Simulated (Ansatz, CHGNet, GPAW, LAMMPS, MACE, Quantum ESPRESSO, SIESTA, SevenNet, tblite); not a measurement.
**Other levels on liquid ethanol at 300 K (108 atoms)**

Density of this cell: 0.790 g/cm³. The cell holds 108 atoms: 24 C, 12 O and 72 H. Its edges and angles: a = 10.513 Å, b = 10.513 Å, c = 10.513 Å, α = 90.0°, β = 90.0°, γ = 90.0°. 12 ethanol placed at random, at 0.79 g/cm³; overlaps pushed apart, then 10 ps at 450 K with MMFF94 bonds, angles, torsions, charges and radii (Halgren, J. Comput. Chem. 17, 490 (1996)) in harmonic and 12-6 forms. Snapshot after 20 ps at 300 K and fixed volume.

Geometry: as built.

The reference, a calculation:

```
method                                           : Kohn-Sham DFT, PBE, SSSP efficiency 1.3.0 pseudopotentials, plane waves (Quantum ESPRESSO 7.5); sssp-pbe-1.3.0-efficiency, cutoffs 60/480 Ry, Γ point
r.m.s. force component                           : 0.8119 eV/Å
longest force                                    : 3.692 eV/Å
pressure                                         : 2.444 GPa
gap (highest filled to lowest empty level) : 4.51 eV
time                                             : 1.7 min on 2 MPI ranks of Arm Neoverse V2, shared host
CPU time                                         : 3.4 min
```

Runs, in no order:
A. SevenNet l3i5 potential: machine-learned interatomic potential SevenNet l3i5, trained on PBE(+U) plane-wave data
B. SIESTA PBE, DZ, shift 0.01 Ry, mesh 500 Ry: Kohn-Sham DFT, PBE, PseudoDojo 0.4.1 norm-conserving pseudopotentials (converted to PSML), numerical atomic orbitals (DZ), diagonalisation
C. GPAW PBE, LCAO dzp, h 0.18 Å: Kohn-Sham DFT, PBE, PAW, atomic orbitals (dzp)
D. SIESTA PBE, SZ, shift 0.02 Ry, mesh 500 Ry: Kohn-Sham DFT, PBE, PseudoDojo 0.4.1 norm-conserving pseudopotentials (converted to PSML), numerical atomic orbitals (SZ), diagonalisation

Q: Order them from the smallest to the largest r.m.s. force difference.

A, C, B, D.

```csv
run,"Δ force, r.m.s. (meV/Å)",share of r.m.s. force (%),CPU time
A. SevenNet l3i5 potential,84.7,10.4,12 s
"C. GPAW PBE, LCAO dzp, h 0.18 Å",323,39.8,66 s
"B. SIESTA PBE, DZ, shift 0.01 Ry, mesh 500 Ry",463,57.0,70 s
"D. SIESTA PBE, SZ, shift 0.02 Ry, mesh 500 Ry",2066,254,48 s
```

With short bonds to hydrogen, sets of potentials differ among themselves by several per cent in forces even at converged cutoffs, so the reference isn't exact here either. Machine-learned potentials mimic data converged in k, so the reference's own k-point error enters their differences. The network of contacts between molecules at the start is that of the classical potential that made the cell, and needn't be the one that DFT or experiment would give. The electronic-structure runs sample only Γ, in a cell whose shortest periodic width is 11 Å.

[Logs are printed without paths, hosts, clocks, repeated set-up lines and the standing remarks that a program may print on its own settings, such as how far it seeks lower states.]

[Hosts, paths, dates, database ids (printed as entryN), source tags and the programs' standing remarks are cut or masked in the printed files.]

[The MMFF94 radii named for the starting cell were scaled by 0.96; in molecules described by MMFF94, hydrogen bound to N, O or S took a small fixed 12-6 site in their place.]
